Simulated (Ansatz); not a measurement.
# O on Ti(0001): change of the work function, part 3 of 3

How does O on the fcc site change the work function of Ti(0001) as the layer fills?

Ansatz 0.2.0; plane-wave DFT, PBE, Ansatz PAW.

So far, work function, upper face (eV): step 2 (the clean slab) 4.37; step 3 (17 atoms, coverage 0.25 ML, cell 2x2) 4.21.

## (4) The covered slab, k-mesh 12×12×1, coverage 1 ML

System of this step: O/Ti(0001). The cell holds 5 atoms: 4 Ti and 1 O. Cell: a = 2.950 Å, b = 2.950 Å, c = 26.508 Å, α = 90.0°, β = 90.0°, γ = 60.0°. Vacuum lies along c.

Another coverage, to see how the dipoles act on each other as their distance changes.

Input file input.yaml:

```yaml
crystal:
  lattice:
    - [2.95, 0.0, 0.0]
    - [1.475, 2.5547749412, 0.0]
    - [0.0, 0.0, 26.5080426596]
  atoms:
    - { symbol: Ti, position: [0.6666666667, 0.6666666667, 0.3395195985] }
    - { symbol: Ti, position: [0.0, 0.0, 0.4278814601] }
    - { symbol: Ti, position: [0.6666666667, 0.6666666667, 0.5188087285] }
    - { symbol: Ti, position: [0.0, 0.0, 0.6006206877] }
    - { symbol: O, position: [0.3333333333, 0.3333333333, 0.6604804015] }
kpoints:
  mp_grid: { grid: [12, 12, 1] }
hamiltonian:
  xc: pbe
scf:
  occupations: { method: fermi_dirac, width: 0.1 }
  convergence: { dr2_threshold: 1.0e-08 }
efield:
  axis: 3
  dipole_correction: true
  ramp_position: 0.97
  ramp_width: 0.06
relax:
  f_tol: 0.02
  max_steps: 60
  constraints: [{ sites: [0, 1] }]
output:
  write_potential: true
  write_density: true
  volumetric_format: npy
```

On the command line:

```console
$ ansatz run input.yaml --threads 4 --pin off --max-ram 6144MiB --backend cpu --events-out ev --progress --plain --runs-dir out
```

Numbers of over 12 decimals in the logs are rounded to 6 here.

What it wrote:

```text
[...]
Crystal: 5 atoms, lattice volume = 199.780 Å³
Basis set: ecut = 420 eV, 3833 PW (Γ), exchange–correlation on 40×40×360 points (8 copies of the dense FFT grid, shifted against one another)
Bands: 33, of which v1, the nominal top of the filled ones, is band 27 counted from 1 (26 counted from 0)
Symmetry: 6 space group operations
[...]
k-points: 19 of 144 (time reversal used)
[...]
SCF iter   1: F=—  HF=-10564.409685 eV  |F-HF|=—  |Δ(HF+E_count)|=         —  Δρ=1.69e-2  dr2=1.02e1  ethr=1.77e-3  p=-0.181 e·Å  D=-1.64e-1 V/Å  ΔV_dip=4.34 eV  dr2_dipole=4.73e0  V_vac-E_F(+/−)=8.52/4.18 eV  ⟨swp⟩=8.4  Hψ=3054  notcnv=0
[...]
SCF iter  11: F=-10564.282242 eV  HF=-10564.282242 eV  |F-HF|=3.55e-9  |Δ(HF+E_count)|=   1.41e-8  Δρ=4.90e-7  dr2=7.00e-10  ethr=1.85e-11  p=-0.195 e·Å  D=-1.77e-1 V/Å  ΔV_dip=4.68 eV  dr2_dipole=5.02e-11  V_vac-E_F(+/−)=9.09/4.41 eV  ⟨swp⟩=9.6  Hψ=4281  notcnv=0
SCF 1 converged in 11 iterations: F = -10564.282242 eV  dr2 = 7.00e-10
[...]
relax step   1: F+E_penalty+E_count = -10564.28224166 eV  Δ(F+E_penalty+E_count) = +0.000e0 eV  max|allowed force component| = 6.601e0 eV/Å  Δτ_max = 0.0000 Å  (11 SCF iters, accepted)
[...]
SCF iter   1: F=—  HF=-10566.713085 eV  |F-HF|=—  |Δ(HF+E_count)|=         —  Δρ=2.76e-2  dr2=2.13e1  ethr=3.10e-3  p=-0.195 e·Å  D=-1.77e-1 V/Å  ΔV_dip=4.68 eV  dr2_dipole=8.41e0  V_vac-E_F(+/−)=8.94/4.26 eV  ⟨swp⟩=6.1  Hψ=2078  notcnv=0
[...]
SCF iter  10: F=-10566.403011 eV  HF=-10566.403011 eV  |F-HF|=1.01e-8  |Δ(HF+E_count)|=   5.47e-8  Δρ=1.33e-6  dr2=5.95e-9  ethr=1.85e-11  p=-0.125 e·Å  D=-1.13e-1 V/Å  ΔV_dip=3.00 eV  dr2_dipole=8.83e-10  V_vac-E_F(+/−)=7.42/4.42 eV  ⟨swp⟩=10.1  Hψ=4379  notcnv=0
SCF 2 converged in 10 iterations: F = -10566.403011 eV  dr2 = 5.95e-9
[...]
relax step   2: F+E_penalty+E_count = -10566.40301147 eV  Δ(F+E_penalty+E_count) = -2.121e0 eV  max|allowed force component| = 4.182e0 eV/Å  Δτ_max = 0.1949 Å  (10 SCF iters, accepted)
SCF iter   1: F=—  HF=-10567.440862 eV  |F-HF|=—  |Δ(HF+E_count)|=         —  Δρ=1.94e-2  dr2=1.34e1  ethr=3.10e-3  p=-0.125 e·Å  D=-1.13e-1 V/Å  ΔV_dip=3.00 eV  dr2_dipole=6.27e0  V_vac-E_F(+/−)=7.30/4.30 eV  ⟨swp⟩=5.9  Hψ=2098  notcnv=0
[...]
SCF iter  10: F=-10567.133455 eV  HF=-10567.133455 eV  |F-HF|=7.36e-9  |Δ(HF+E_count)|=   2.80e-8  Δρ=1.06e-6  dr2=3.93e-9  ethr=1.85e-11  p=-0.015 e·Å  D=-1.39e-2 V/Å  ΔV_dip=0.37 eV  dr2_dipole=2.02e-10  V_vac-E_F(+/−)=4.80/4.43 eV  ⟨swp⟩=10.1  Hψ=4215  notcnv=0
SCF 3 converged in 10 iterations: F = -10567.133455 eV  dr2 = 3.93e-9
relax step   3: F+E_penalty+E_count = -10567.13345475 eV  Δ(F+E_penalty+E_count) = -7.304e-1 eV  max|allowed force component| = 4.858e-1 eV/Å  Δτ_max = 0.1956 Å  (10 SCF iters, accepted)
[...]
relax step   4: F+E_penalty+E_count = -10567.14343393 eV  Δ(F+E_penalty+E_count) = -9.979e-3 eV  max|allowed force component| = 2.222e-1 eV/Å  Δτ_max = 0.1933 Å  (9 SCF iters, accepted)
[...]
relax step   5: F+E_penalty+E_count = -10567.15140964 eV  Δ(F+E_penalty+E_count) = -7.976e-3 eV  max|allowed force component| = 4.506e-2 eV/Å  Δτ_max = 0.0738 Å  (8 SCF iters, accepted)
SCF iter   1: F=—  HF=-10567.151449 eV  |F-HF|=—  |Δ(HF+E_count)|=         —  Δρ=2.72e-4  dr2=1.20e-3  ethr=2.21e-5  p=-0.025 e·Å  D=-2.25e-2 V/Å  ΔV_dip=0.60 eV  dr2_dipole=1.95e-4  V_vac-E_F(+/−)=5.02/4.43 eV  ⟨swp⟩=1.4  Hψ=938  notcnv=0
[...]
SCF iter   6: F=-10567.151499 eV  HF=-10567.151499 eV  |F-HF|=1.20e-8  |Δ(HF+E_count)|=   4.99e-8  Δρ=1.12e-6  dr2=5.24e-9  ethr=1.85e-11  p=-0.024 e·Å  D=-2.18e-2 V/Å  ΔV_dip=0.58 eV  dr2_dipole=3.51e-10  V_vac-E_F(+/−)=5.01/4.43 eV  ⟨swp⟩=10.4  Hψ=4274  notcnv=0
SCF 6 converged in 6 iterations: F = -10567.151499 eV  dr2 = 5.24e-9
relax step   6: F+E_penalty+E_count = -10567.15149937 eV  Δ(F+E_penalty+E_count) = -8.974e-5 eV  max|allowed force component| = 6.145e-4 eV/Å  Δτ_max = 0.0035 Å  (6 SCF iters, accepted)
[...]
WARN: The output density's exchange-correlation potential varies sharply where the density is thin. Do not read a vacuum level from v_tot or v_xc, or from such a field of the output density. On a cell that repeats whose density bears no net charge and no dipole along the vacuum's axis use v_es (v_loc + v_h of the components); under efield.dipole_correction with no amplitude use v_es + v_field, which holds any externa [...]
SCF converged after 6 iterations
Free energy (F): -10567.151499 eV
[...]
Internal energy: -10566.910971 eV  (E = F + TS)
E sigma→0 (E₀):  -10567.031235 eV
Entropy (-TS):   -0.240528 eV (-48.106 meV/atom)
Fermi energy:    2.091240 eV
Dipole field:    D = -0.021873 V/Å  (p = -0.024149 e·Å, saw-weighted, corrected)
Work function:   Φ+ = 5.0060 eV   Φ− = 4.4261 eV
[...]
--- Forces (eV/Å), atoms counted from 1 ---
  atom   1  Ti    -0.00000000     0.00000000     0.49495131
  atom   2  Ti    -0.00000000    -0.00000000    -0.49532667
  atom   3  Ti    -0.00000000     0.00000000     0.00061446
  atom   4  Ti    -0.00000000     0.00000000    -0.00006695
  atom   5  O      0.00000000    -0.00000000    -0.00018552
  max |Σ_I F_I| component: 1.34e-5 eV/Å
--- Band table (eV; the first three rows and the last of 19) ---
  k-point 0: bands = [... 23 lower, 1.1137, 2.0530, 2.5526, 2.7823, 2.8557, 2.8557, 2.8917, 2.8917, ... 2 higher]
  k-point 1: bands = [... 23 lower, 1.1569, 2.0625, 2.3189, 2.6268, 2.7994, 2.8664, 2.9650, 2.9944, ... 2 higher]
  k-point 2: bands = [... 23 lower, 1.1703, 1.8590, 2.0470, 2.2832, 2.5400, 2.8196, 2.9676, 3.1695, ... 2 higher]
  k-point 18: bands = [... 23 lower, 0.9108, 1.3442, 1.3762, 1.5929, 1.8192, 2.0682, 2.2117, 2.4042, ... 2 higher]
--- Relaxed structure (6 steps of the walk, 6 accepted, 0 SCFs on fresh bases) ---
  F+E_penalty+E_count = -10567.15149937 eV   max|allowed force component| = 6.145e-4 eV/Å
  atoms:
    - { symbol: Ti, position: [0.666667, 0.666667, 0.3395195985] }
    - { symbol: Ti, position: [-1.850371707762447e-17, -1.8503717077624474e-17, 0.427881] }
    - { symbol: Ti, position: [0.666667, 0.666667, 0.515558] }
[...]
- { symbol: O, position: [0.333333, 0.333333, 0.642014] }
```

It took 13 s on 4 threads of Intel Xeon Platinum 8488C (Sapphire Rapids), shared host; peak memory 0.55 GiB; 47 s of CPU time.

The steps of the relaxation:

```tsv
step	energy less that of the first step (eV)	largest force component (eV/Å)
1	0.0000	6.6014
2	-2.1208	4.1818
3	-2.8512	0.4858
4	-2.8612	0.2222
5	-2.8692	0.0451
6	-2.8693	0.0006
```

The run keeps the 6 symmetry operations that it works with, so distortions that break them were not tested.

The atoms that moved most (Å):

```tsv
atom	dx	dy	dz	length
O5	0.000	0.000	-0.490	0.490
Ti4	0.000	0.000	0.235	0.235
Ti3	0.000	0.000	-0.086	0.086
```

The relaxed structure:

```cif
data_structure
_symmetry_space_group_name_H-M 'P 1'
_symmetry_Int_Tables_number 1
_cell_length_a 2.9500
_cell_length_b 2.9500
_cell_length_c 26.5080
_cell_angle_alpha 90.000
_cell_angle_beta 90.000
_cell_angle_gamma 60.000
_cell_volume 199.78
loop_
_atom_site_label
_atom_site_type_symbol
_atom_site_fract_x
_atom_site_fract_y
_atom_site_fract_z
_atom_site_occupancy
Ti1 Ti 0.66667 0.66667 0.33952 1
Ti2 Ti 0.00000 0.00000 0.42788 1
Ti3 Ti 0.66667 0.66667 0.51556 1
Ti4 Ti 0.00000 0.00000 0.60949 1
O5 O 0.33333 0.33333 0.64201 1
```

This step gave:

```
energy at zero smearing        : -10567.0312 eV
work function, upper face      : 5.006 eV
work function, lower face      : 4.426 eV
dipole along the normal        : -0.02415 e·Å
step between the vacuum levels : 0.5798 eV
```

Running mean over 2.342 Å of the planar mean; the ramp of the sawtooth is left out. Electron's electrostatic potential energy less the Fermi level against z:

```tsv
z (Å)	electron's electrostatic potential energy less the Fermi level (eV)
4	4.42
5	4.41
6	4.24
7	2.88
8	-3.13
9	-6.73
10	-6.58
11	-6.57
12	-6.71
13	-6.68
14	-6.24
15	-5.77
16	-8.91
17	-7.10
18	0.736
19	4.83
20	5.00
21	5.01
22	5.01
23	5.01
```

The relaxation took 6 steps and lowered the energy by 2.9 eV; the largest force on the free atoms ends at 6.1e-4 eV/Å.

The covered face has 5.01 eV, +0.63 eV against the clean one; the bare back face has moved by +0.00 eV, a measure of how thin the slab is.

## (5) Work function against coverage

This step: plane-wave DFT, PBE, Ansatz PAW; work function against coverage (Ansatz 0.2.0).

The runs are now put side by side.

This step gave:

```
work function of the clean face     : 4.373 eV
largest change of the work function : 0.6331 eV
```

Work function of the covered face against coverage:

```tsv
coverage (adsorbates/nm²)	work function of the covered face (eV)
0.00	4.37
3.32	4.21
13.27	5.01
```

The dipole per adsorbate comes from the change of the cell's dipole. Coverage, by row:

```tsv
coverage (1/nm²)	coverage (ML)	work function (eV)	change (eV)	dipole per adsorbate, positive end outwards (debye)	mean height of the added atoms over the highest substrate atom (Å)
3.317	0.25	4.21	-0.1624	0.123	0.9583
13.27	1	5.006	0.6331	-0.126	0.8622
```

## (6) Outcome

```yaml
work_function_of_the_clean_face: 4.37 eV
work_function_at_0p25_ml: 4.21 eV
work_function_at_1_ml: 5.01 eV
dipole_per_adsorbate_at_0p25_ml_positive_end_outwards: 0.12 D
```

In words: O lowers the work function of Ti(0001) at the lowest coverage, by 0.16 eV: the adsorbate layer has its positive end outwards. The change reverses its sign between the lowest and the highest coverage, while the adsorbate's height goes from 1.0 to 0.9 Å. The slab has 4 layers, at the tabulated experimental lattice constant, one starting site was run, and quantum-size effects of a slab this thin can reach one or two tenths of an eV.

[Logs are printed without paths, hosts, clocks, repeated set-up lines and the standing remarks that a program may print on its own settings, such as how far it seeks lower states.]

[Hosts, paths, dates, database ids (printed as entryN), source tags and the programs' standing remarks are cut or masked in the printed files.]

[Maps of the electrostatic potential energy from Ansatz leave out the sawtooth potential of an applied field or a dipole correction, so their vacuum need not be flat; planar profiles and work functions include it.]
